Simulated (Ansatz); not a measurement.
**How TaSi2 absorbs and reflects light**

Aim: the dielectric function of TaSi2, and the optical constants that follow from it. The cell comes from an older database entry, whose edges can differ from later determinations, mostly by under a per cent.

Main program and level: Ansatz 0.2.0; DFT, PBE, plane-wave PAW, default files, scalar-relativistic, independent-particle optical response without local fields.

The database entry behind the starting cell has ideal inner coordinates that were not refined, so it need not match the best structure at room temperature.

## Step 1: Starting point

The structure is hexagonal, space group P6_222 (No. 180). Conventional cell: a = 4.780 Å, b = 4.780 Å, c = 6.564 Å, α = 90.00°, β = 90.00°, γ = 120.00°. Nearest to Ta lie 10 Si at 2.59 to 2.76 Å. Si has 5 Si at 2.59 to 2.76 Å and 5 Ta at 2.59 to 2.76 Å nearest. Farther neighbours, and contacts between anions beyond the nearest, are not listed.

## Step 2: Ground state and bands

First the ground state: is it a metal or has it a gap?

This step: DFT, PBE, plane-wave PAW, default files, scalar-relativistic, ground state (Ansatz 0.2.0).

The input, input.yaml:

```yaml
crystal:
  lattice:
    - [4.78, 0.0, 0.0]
    - [-2.39, 4.1396014301, 0.0]
    - [0.0, 0.0, 6.564]
  atoms:
    - { symbol: Ta, position: [0.0, 0.5, 0.1666666667] }
    - { symbol: Ta, position: [0.5, 0.5, 0.8333333333] }
    - { symbol: Ta, position: [0.5, 0.0, 0.5] }
    - { symbol: Si, position: [0.3333, 0.16665, 0.1666666667] }
    - { symbol: Si, position: [0.16665, 0.83335, 0.8333333333] }
    - { symbol: Si, position: [0.83335, 0.6667, 0.5] }
    - { symbol: Si, position: [0.6667, 0.83335, 0.1666666667] }
    - { symbol: Si, position: [0.83335, 0.16665, 0.8333333333] }
    - { symbol: Si, position: [0.16665, 0.3333, 0.5] }
kpoints:
  mp_grid: { grid: [6, 6, 4] }
  band_path:
    path:
      - [[0.0, 0.0, 0.0], [0.5, 0.0, 0.0], [0.33333333, 0.33333333, 0.0], [0.0, 0.0, 0.0], [0.0, 0.0, 0.5], [0.5, 0.0, 0.5], [0.33333333, 0.33333333, 0.5], [0.0, 0.0, 0.5]]
      - [[0.5, 0.0, 0.5], [0.5, 0.0, 0.0]]
      - [[0.33333333, 0.33333333, 0.0], [0.33333333, 0.33333333, 0.5]]
    npoints: 6
scf:
  occupations: { method: fermi_dirac, width: 0.05 }
  n_extra_bands: 13
hamiltonian:
  xc: pbe
  pseudopotentials: { kind: paw }
output:
  forces: true
  stress: true
  populations: true
  write_bands: true
```

The run is started by

```console
$ ansatz run input.yaml --threads 4 --pin off --max-ram 8192MiB --backend cpu --events-out ev --progress --plain --runs-dir out
```

Output:

```text
scf.n_extra_bands = 13 over 32 filled bands (N_el = 63.0): the run solves 45 bands
Engine: ansatz 0.2.0, x86_64-unknown-linux-gnu
Pseudopotentials: kind: paw
Pseudopotential: Ta, paw, valence charge 13, recommended cutoff 420 eV (normal), Ta.paw.azcp
Pseudopotential: Si, paw, valence charge 4, recommended cutoff 420 eV (normal), Si.paw.azcp
Functional definition: PBE
  parameter kappa = 0.804
  parameter beta = 0.066725
  exchange = pbe_x(kappa = kappa, mu = beta*pi^2/3)
  correlation = pbe_c(beta = beta)
Crystal: 9 atoms, lattice volume = 129.884 Å³
Basis set: ecut = 420 eV, 2523 PW (Γ), exchange–correlation on 64×64×90 points (8 copies of the dense FFT grid, shifted against one another)
Bands: 45, of which v1, the nominal top of the filled ones, is band 32 counted from 1 (31 counted from 0)
Symmetry: 12 space group operations
Space group: P6222 (ITA 180), of the structure as read, at distance tolerance 5.1e-5 Å
k-points: 21 of 144 (time reversal used)
Non-local potential: Ta, projectors of the file, l = 0: 3, l = 1: 2, l = 2: 2, l = 3: 1
Non-local potential: Si, projectors of the file, l = 0: 2, l = 1: 2, l = 2: 2
PAW form: soft (Blöchl's): semilocal exchange-correlation on the pseudo side does not see the compensation charge
PAW one-centre angular grid: Ta, 590 points (default); XC on 64 Gauss nodes
PAW one-centre angular grid: Si, 110 points (default); XC on 64 Gauss nodes
Initial density: superposition of atomic densities (neutral atoms: chi_scale 0, normalization atom), corrected by the library's trained network
Initial wavefunctions: pseudopotential atomic-orbital guess
Functional: x = pbe(κ = 0.804, μ = 0.219515), c = pbe(β = 0.066725)
SCF iter   1: F=—  HF=-33615.771336 eV  |F-HF|=—  |Δ(HF+E_count)|=         —  Δρ=3.84e-3  dr2=1.22e-2  ethr=1.77e-3  ⟨swp⟩=6.8  Hψ=4326  notcnv=0  defer=20
preconditioner: auto → Kerker (q_TF=auto, 2.418 Å⁻¹)  [metal: Δε(μ)=0.039 eV  Ē_g=8.020 eV  σ=0.050 eV  W_gap=0.19  n_scr=22 (ndim 8)  ℏωp=20.3 eV  f_vac=0.000  D(μ)=4.32/eV (n_scr^D=34)]
SCF iter   2: F=—  HF=-33615.772309 eV  |F-HF|=—  |Δ(HF+E_count)|=   9.73e-4  Δρ=2.19e-3  dr2=3.74e-3  ethr=1.94e-5  ⟨swp⟩=2.3  Hψ=1473  notcnv=0  defer=45
SCF iter   3: F=—  HF=-33615.772941 eV  |F-HF|=—  |Δ(HF+E_count)|=   6.31e-4  Δρ=4.13e-4  dr2=2.48e-4  ethr=5.94e-6  ⟨swp⟩=2.5  Hψ=1221  notcnv=0  defer=45
SCF iter   4: F=—  HF=-33615.772910 eV  |F-HF|=—  |Δ(HF+E_count)|=   3.09e-5  Δρ=1.03e-4  dr2=1.46e-5  ethr=3.94e-7  ⟨swp⟩=2.4  Hψ=1178  notcnv=0  defer=45
SCF iter   5: F=—  HF=-33615.772828 eV  |F-HF|=—  |Δ(HF+E_count)|=   8.18e-5  Δρ=1.50e-5  dr2=3.02e-7  ethr=2.32e-8  ⟨swp⟩=2.0  Hψ=1239  notcnv=0  defer=45
SCF iter   6: F=-33615.772828 eV  HF=-33615.772828 eV  |F-HF|=1.95e-9  |Δ(HF+E_count)|=   2.72e-8  Δρ=2.53e-6  dr2=7.81e-9  ethr=1.59e-10  ⟨swp⟩=10.8  Hψ=4098  notcnv=0
SCF 1 converged in 6 iterations: F = -33615.772828 eV  dr2 = 7.81e-9
  greatest PAW one-centre occupation: 1.000 electrons in one spin orbital (limit 2), on the Ta atom at site 2 (counted from 0), in its partial waves of l = 0
NSCF: frozen V_eff on 57 k-points
SCF converged after 6 iterations
Free energy (F): -33615.772828 eV
Harris-Foulkes:  -33615.772828 eV  (|F-HF|=1.95e-9)
Internal energy: -33615.738085 eV  (E = F + TS)
E sigma→0 (E₀):  -33615.755456 eV
Entropy (-TS):   -0.034743 eV (-3.860 meV/atom)
Fermi energy:    15.242136 eV
--- Per-component energies (eV) ---
  E_band       = -252.599519
  E_kinetic    = 1363.282906
  E_local      = -2345.690159  (includes V_loc(G=0)·N_el)
  E_nonlocal   = 197.017622
  E_hartree    = 899.410812
  E_xc         = -998.840288
  E_vxc        = -909.349004  (∫ρ·V_xc dr)
  E_paw        = -28267.867878  (= ΣΔE_a)
  E_vpaw       = -356.685087  (= ΣTr[D̂ρ^β])
  E_aug_tail   = 0.000491  (compensation charges beyond the density's cutoff)
  E_ewald      = -4463.051592
  E_smearing   = -0.034743  (= −TS)
  E_closure    = -0.000000  (closes the sum)
  Σ components = -33615.772828   (vs F -33615.772828, Δ=0.00e0)
--- Forces (eV/Å), atoms counted from 1 ---
  atom   1  Ta     0.00000000    -0.00000000     0.00000000
  atom   2  Ta    -0.00000000     0.00000000    -0.00000000
  atom   3  Ta     0.00000000     0.00000000     0.00000000
  atom   4  Si    -0.65462337    -0.37794698     0.00000000
  atom   5  Si    -0.65462337     0.37794698    -0.00000000
  atom   6  Si    -0.00000000     0.75589396     0.00000000
  atom   7  Si     0.65462337     0.37794698    -0.00000000
  atom   8  Si     0.65462337    -0.37794698     0.00000000
  atom   9  Si     0.00000000    -0.75589396    -0.00000000
  max |Σ_I F_I| component: 1.48e-16 eV/Å
--- Stress (GPa, compression-positive) ---
        2.535831      -0.000000       0.000000
       -0.000000       2.535831       0.000000
        0.000000       0.000000       5.574819
  P = ⅓ Tr σ = 3.5488 GPa (35.488 kbar)
--- Band table (eV; the first three rows and the last of 21) ---
  k-point 0: bands = [... 28 lower, 12.9668, 12.9668, 12.9936, 13.4485, 15.8052, 18.3730, 18.3730, 18.6762, ... 9 higher]
  k-point 1: bands = [... 28 lower, 13.2503, 13.3518, 13.3936, 14.1423, 16.5492, 17.6805, 18.0971, 18.5689, ... 9 higher]
  k-point 2: bands = [... 28 lower, 13.2123, 13.2123, 13.5557, 16.2896, 16.2896, 18.0428, 18.0428, 18.4321, ... 9 higher]
  k-point 20: bands = [... 28 lower, 14.4997, 14.4997, 15.1605, 15.1605, 16.2601, 16.7699, 16.7699, 17.4311, ... 9 higher]
--- Löwdin populations: 9 sites ---
  site symbol       q [e]
     0     Ta     12.8699
     1     Ta     12.8699
     2     Ta     12.8699
     3     Si      3.9625
     4     Si      3.9625
     5     Si      3.9625
     6     Si      3.9625
     7     Si      3.9625
     8     Si      3.9625
  spilling = 0.009771 (of n_electrons = 63.000000)
```

Elapsed: 13 s, on 4 threads of AMD EPYC 7R43, shared host; peak memory 0.68 GiB.

Read from the output:

```
free energy         : -33615.7728 eV
Fermi energy        : 15.24 eV
electrons           : 63
symmetry operations : 12
pressure            : 3.549 GPa
volume              : 129.9 Å³
gap on the path     : 0 eV
```

There are states at the Fermi level within the smearing, so the occupations stay smeared and the carriers get a Drude term. The cell is left with a pressure of 3.5 GPa and forces up to 0.76 eV/Å, as it stands unrelaxed at this level.

The electronic bands at the labelled points (eV, zero at the Fermi level; # counts the bands kept):

```csv
point,#16,#17,#18,#19,#20,#21,#22,#23
Γ,-2.51,-2.27,-2.27,-2.25,-1.79,0.56,3.13,3.13
halfway,-2.10,-1.93,-1.90,-1.49,-1.33,0.26,1.89,2.31
M,-2.02,-1.13,-0.78,-0.02,0.16,0.78,1.20,1.66
halfway,-1.94,-1.36,-1.14,0.14,0.29,0.66,1.55,2.05
K,-1.75,-1.75,-1.67,0.42,0.42,0.56,2.21,2.21
halfway,-2.17,-2.07,-1.31,-1.24,-0.99,0.16,1.53,2.46
Γ,-2.51,-2.27,-2.27,-2.25,-1.79,0.56,3.13,3.13
halfway,-2.29,-1.99,-1.89,-1.85,-1.10,1.31,2.44,2.85
A,-2.36,-2.03,-2.03,-1.69,1.05,1.05,2.80,2.80
halfway,-2.33,-2.17,-1.85,-1.67,0.25,0.82,1.51,1.83
L,-2.05,-1.98,-1.71,-0.75,-0.14,1.52,1.92,2.44
halfway,-2.31,-1.46,-0.58,-0.46,-0.23,1.35,1.95,1.96
H,-2.37,-0.74,-0.74,-0.08,-0.08,1.02,1.53,1.53
halfway,-2.09,-1.94,-1.82,-1.51,0.01,1.25,1.48,1.75
A,-2.36,-2.03,-2.03,-1.69,1.05,1.05,2.80,2.80
jump to L,-2.05,-1.98,-1.71,-0.75,-0.14,1.52,1.92,2.44
halfway,-2.03,-1.15,-0.91,-0.83,-0.01,1.14,1.65,2.01
M,-2.02,-1.13,-0.78,-0.02,0.16,0.78,1.20,1.66
jump to K,-1.75,-1.75,-1.67,0.42,0.42,0.56,2.21,2.21
halfway,-2.03,-1.24,-1.23,0.25,0.31,0.76,1.89,1.90
H,-2.37,-0.74,-0.74,-0.08,-0.08,1.02,1.53,1.53
```

## Step 3: Spectrum

The spectrum is a sum over vertical transitions between filled and empty bands at the fixed density, so many empty bands are needed.

This step: DFT, PBE, plane-wave PAW, default files, scalar-relativistic, independent-particle optical response without local fields (Ansatz 0.2.0).

input.yaml, the sections that differ from step 2:

```yaml
kpoints:
  mp_grid: { grid: [6, 6, 4] }
scf:
  occupations: { method: fermi_dirac, width: 0.05 }
output:
  optics:
    e_range: [0, 14]
    de: 0.05
    sigma: 0.1
    drude_damping: 0.03
    nscf_kmesh: { grid: [6, 6, 3] }
    bands: { spectra_wanted_up_to: 14 }
# crystal, hamiltonian: as in step 2
```

Output:

```text
[...]
Crystal: 9 atoms, lattice volume = 129.884 Å³
Basis set: ecut = 420 eV, 2523 PW (Γ)
Bands: 41, of which v1, the nominal top of the filled ones, is band 32 counted from 1 (31 counted from 0)
Symmetry: 12 space group operations
[...]
k-points: 21 of 144 (time reversal used)
[...]
SCF iter   1: F=—  HF=-33615.771499 eV  |F-HF|=—  |Δ(HF+E_count)|=         —  Δρ=3.83e-3  dr2=1.21e-2  ethr=1.77e-3  ⟨swp⟩=7.1  Hψ=3989  notcnv=0  defer=6
[...]
SCF iter   8: F=-33615.772929 eV  HF=-33615.772929 eV  |F-HF|=7.28e-12  |Δ(HF+E_count)|=  2.18e-11  Δρ=4.85e-8  dr2=3.40e-12  ethr=1.00e-12  ⟨swp⟩=9.0  Hψ=2689  notcnv=0
SCF 1 converged in 8 iterations: F = -33615.772929 eV  dr2 = 3.40e-12
[...]
NSCF: frozen V_eff on 14 k-points
output.optics: what the bands over the 79 summed would add to eps1, eps2 and the energy-loss function is held between a lower and an upper bound (9 Lanczos steps). eps1, eps2 and their loss function (loss_summed_bands) are given on every row as the summed bands alone make them. Along an axis, on a row where the two bounds hold the loss function to about 1 % of the greater of itself and 0.5 % of |1/eps|, its cell (loss_completed) is given, with the completed eps1 and eps2 that it is formed of (a cell that is left empty reads nan in the table and null in the record). The two bounds hold it so along every axis on all 280 rows up to 14.000 eV. [rest of the remark cut]
SCF converged after 8 iterations
Free energy (F): -33615.772929 eV
[...]
Internal energy: -33615.738186 eV  (E = F + TS)
E sigma→0 (E₀):  -33615.755558 eV
Entropy (-TS):   -0.034743 eV (-3.860 meV/atom)
Fermi energy:    15.242118 eV
[...]
--- Band table (eV; the first three rows and the last of 21) ---
  k-point 0: bands = [... 28 lower, 12.9668, 12.9668, 12.9936, 13.4485, 15.8051, 18.3730, 18.3730, 18.6762, ... 5 higher]
  k-point 1: bands = [... 28 lower, 13.2503, 13.3518, 13.3936, 14.1423, 16.5492, 17.6805, 18.0972, 18.5689, ... 5 higher]
  k-point 2: bands = [... 28 lower, 13.2123, 13.2123, 13.5557, 16.2896, 16.2896, 18.0428, 18.0428, 18.4321, ... 5 higher]
  k-point 20: bands = [... 28 lower, 14.4997, 14.4997, 15.1604, 15.1604, 16.2601, 16.7699, 16.7699, 17.4311, ... 5 higher]
```

The job ended after 3.7 min (4 threads; peak memory 1.5 GiB).

This step gave:

```
main peak of the optical conductivity above 1 eV, first axis : 5.300 eV
Drude plasma energy, first axis                              : 3.386 eV
bands summed                                                 : 79
spectra valid up to                                          : 17.16 eV
program's estimate of the k-sum error in Im epsilon          : 0.1 %
electrons in the f-sum                                       : 54.05
```

The Im ε has structure finer than the step of the table below, so its rows give means over 0.5 eV. Peaks (eV: height): E ∥ x or y 2.55: 33.1; E ∥ z 1.50: 28.9, 2.35: 25.6, 4.20: 32.2.

Im ε against photon energy; means over each step:

```csv
photon energy (eV),E ∥ x or y,E ∥ z
1.0,18.7,12.1
1.5,17.4,23.5
2.0,21.6,20.6
2.5,31.4,25.2
3.0,24.2,22.6
3.5,22.8,20.0
4.0,19.5,24.7
4.5,21.5,25.3
5.0,21.3,25.8
5.5,18.8,21.6
6.0,15.5,14.7
6.5,12.7,12.0
7.0,9.35,9.29
7.5,7.89,6.64
8.0,6.08,4.67
8.5,4.34,3.55
9.0,3.30,2.97
9.5,2.62,2.56
10.0,1.96,2.04
10.5,1.50,1.60
11.0,1.19,1.30
11.5,0.959,1.07
12.0,0.833,0.820
12.5,0.689,0.653
13.0,0.569,0.523
13.5,0.486,0.424
```

Table of Re ε by photon energy:

```
photon energy (eV)  E ∥ x or y  E ∥ z
               0.5       -34.8  -38.1
               1.0        14.2   11.3
               1.5        16.6   18.6
               2.0        23.3   19.4
               2.5        13.8   13.5
               3.0        5.50   7.20
               3.5        5.05   8.04
               4.0        3.26   14.7
               4.5        1.89  0.522
               5.0       -1.10  -4.17
               5.5       -6.88  -9.24
               6.0       -7.11  -10.5
               6.5       -8.55  -8.61
               7.0       -7.85  -9.82
               7.5       -7.91  -9.17
               8.0       -7.86  -7.84
               8.5       -6.93  -6.45
               9.0       -5.93  -5.48
               9.5       -5.41  -5.22
              10.0       -4.70  -4.50
              10.5       -4.14  -4.00
              11.0       -3.48  -3.48
              11.5       -3.04  -3.13
              12.0       -2.60  -2.72
              12.5       -2.31  -2.35
              13.0       -1.98  -2.04
              13.5       -1.74  -1.71
              14.0       -1.46  -1.45
```

Table of reflectivity at normal incidence by photon energy; read off at these points:

```csv
photon energy (eV),E ∥ x or y (%),E ∥ z (%)
0.50,79.4,82.0
1.00,47.6,38.6
1.50,47.2,54.9
2.00,51.2,49.6
2.50,57.4,52.7
2.60,57.9,52.7
3.00,53.5,51.9
3.50,53.0,49.2
4.00,49.3,52.1
4.50,53.4,55.8
5.00,56.0,61.6
5.50,60.6,64.2
6.00,60.4,66.2
6.50,63.0,63.5
7.00,63.5,68.4
7.50,65.3,71.0
8.00,68.6,72.9
8.50,70.6,72.5
9.00,71.3,71.2
9.50,72.7,72.3
10.00,74.6,72.4
10.50,76.5,74.5
11.00,76.7,74.9
11.50,77.1,75.6
12.00,75.7,77.1
12.50,76.7,77.7
13.00,77.0,79.2
13.50,77.0,79.8
13.65,77.3,78.5
14.00,75.3,75.3
```

Values under 1 per cm are given as 1. Table of absorption coefficient by photon energy:

| photon energy (eV) | E ∥ x or y (1/cm) | E ∥ z (1/cm) |
| --- | --- | --- |
| 0.500 | 3.4e5 | 3.4e5 |
| 1.000 | 2.2e5 | 1.5e5 |
| 1.500 | 3.0e5 | 4.3e5 |
| 2.000 | 4.1e5 | 4.2e5 |
| 2.500 | 8.4e5 | 7.0e5 |
| 3.000 | 9.4e5 | 8.8e5 |
| 3.500 | 1.1e6 | 9.2e5 |
| 4.000 | 1.1e6 | 1.1e6 |
| 4.500 | 1.4e6 | 1.5e6 |
| 5.000 | 1.7e6 | 2.0e6 |
| 5.500 | 2.0e6 | 2.3e6 |
| 6.000 | 2.1e6 | 2.3e6 |
| 6.500 | 2.3e6 | 2.3e6 |
| 7.000 | 2.2e6 | 2.4e6 |
| 7.500 | 2.3e6 | 2.4e6 |
| 8.000 | 2.4e6 | 2.4e6 |
| 8.500 | 2.4e6 | 2.3e6 |
| 9.000 | 2.3e6 | 2.2e6 |
| 9.500 | 2.3e6 | 2.3e6 |
| 10.000 | 2.2e6 | 2.2e6 |
| 10.500 | 2.2e6 | 2.2e6 |
| 11.000 | 2.1e6 | 2.1e6 |
| 11.500 | 2.1e6 | 2.1e6 |
| 12.000 | 2.0e6 | 2.0e6 |
| 12.500 | 1.9e6 | 2.0e6 |
| 13.000 | 1.9e6 | 1.9e6 |
| 13.500 | 1.8e6 | 1.8e6 |
| 14.000 | 1.7e6 | 1.7e6 |

The loss function −Im 1/ε at q → 0 has structure finer than the step of the table below, so its rows give means over 0.5 eV. Peaks (eV: height): E ∥ x or y 0.80: 0.0592; E ∥ z 0.85: 0.0838.

Table of loss function −Im 1/ε at q → 0 by energy loss; means over each step:

```
energy loss (eV)  E ∥ x or y   E ∥ z
             1.0      0.0400  0.0466
             1.5      0.0293  0.0258
             2.0      0.0215  0.0277
             2.5      0.0266  0.0308
             3.0      0.0392  0.0392
             3.5      0.0420  0.0425
             4.0      0.0498  0.0332
             4.5      0.0458  0.0398
             5.0      0.0466  0.0378
             5.5      0.0482  0.0393
             6.0      0.0531  0.0450
             6.5      0.0536  0.0518
             7.0      0.0611  0.0509
             7.5      0.0629  0.0516
             8.0      0.0620  0.0561
             8.5      0.0638  0.0638
             9.0      0.0695  0.0748
             9.5      0.0730  0.0792
            10.0      0.0754  0.0842
            10.5      0.0783  0.0866
            11.0      0.0873  0.0947
            11.5      0.0946  0.0989
            12.0       0.111   0.101
            12.5       0.119   0.110
            13.0       0.133   0.119
            13.5       0.151   0.138
```

From ε follow the optical constants at some laser lines:

```csv
wavelength (nm),n xy,k xy,R (%) xy,1/α xy,n z,k z,R (%) z,1/α z
1550,3.06,2.724,48.8,45 nm,2.21,3.065,55.1,40 nm
800,4.52,1.873,46.8,34 nm,4.82,2.873,54.2,22 nm
633,5.19,1.959,50.7,26 nm,4.78,2.000,48.9,25 nm
405,3.84,3.046,53.0,11 nm,3.86,2.788,50.8,12 nm
365,3.85,2.964,52.3,9.8 nm,3.91,2.652,49.8,11 nm
308,3.33,2.716,49.0,9.0 nm,4.67,2.761,53.0,8.9 nm
193,1.98,3.427,61.6,4.5 nm,1.74,3.439,64.0,4.5 nm
```

In reflection the computed colour is light grey: x = 0.306, y = 0.328, luminous reflectivity 54 %.

## Step 4: What came out

* gap on the path: 0 eV
* main peak of the optical conductivity above 1 eV, first axis: 5.30 eV
* Drude plasma energy, first axis: 3.39 eV

In words: At this level (PBE, independent particles) TaSi2 is a metal with a Drude plasma energy of 3.4 eV along x, 3.4 eV along y and 4.0 eV along z; it reflects 55 % at 550 nm. Along x the bare Drude plasma energy is 3.4 eV; Re ε first rises through zero at 0.78 eV, far lower, because interband transitions screen the carriers. Im ε is 17 there, so the loss peak at that energy is weak. In reflection the computed colour is light grey: x = 0.306, y = 0.328, luminous reflectivity 54 %. In the base run ε includes the program's bounded estimate of what the bands above those summed add. The carriers' damping of 0.03 eV is typed, not computed; at 0.8 eV the carriers give 4 % of Im ε, the rest is interband. Spin-orbit coupling is left out although heavy atoms are present. The Fermi-Dirac width of 0.05 eV acts as an electron temperature of 580 K in the carriers' term.

[Long decimals in the printed logs are rounded to 6 places.]

[Logs are printed without paths, hosts, clocks, repeated set-up lines and the standing remarks that a program may print on its own settings, such as how far it seeks lower states.]

[Hosts, paths, dates, database ids (printed as entryN), source tags and the programs' standing remarks are cut or masked in the printed files.]

[Where the starting crystal was built by hand or by swapping elements, it need not be the compound's stable phase.]

[The count of steps not shown may lack steps that the program refused or didn't finish.]
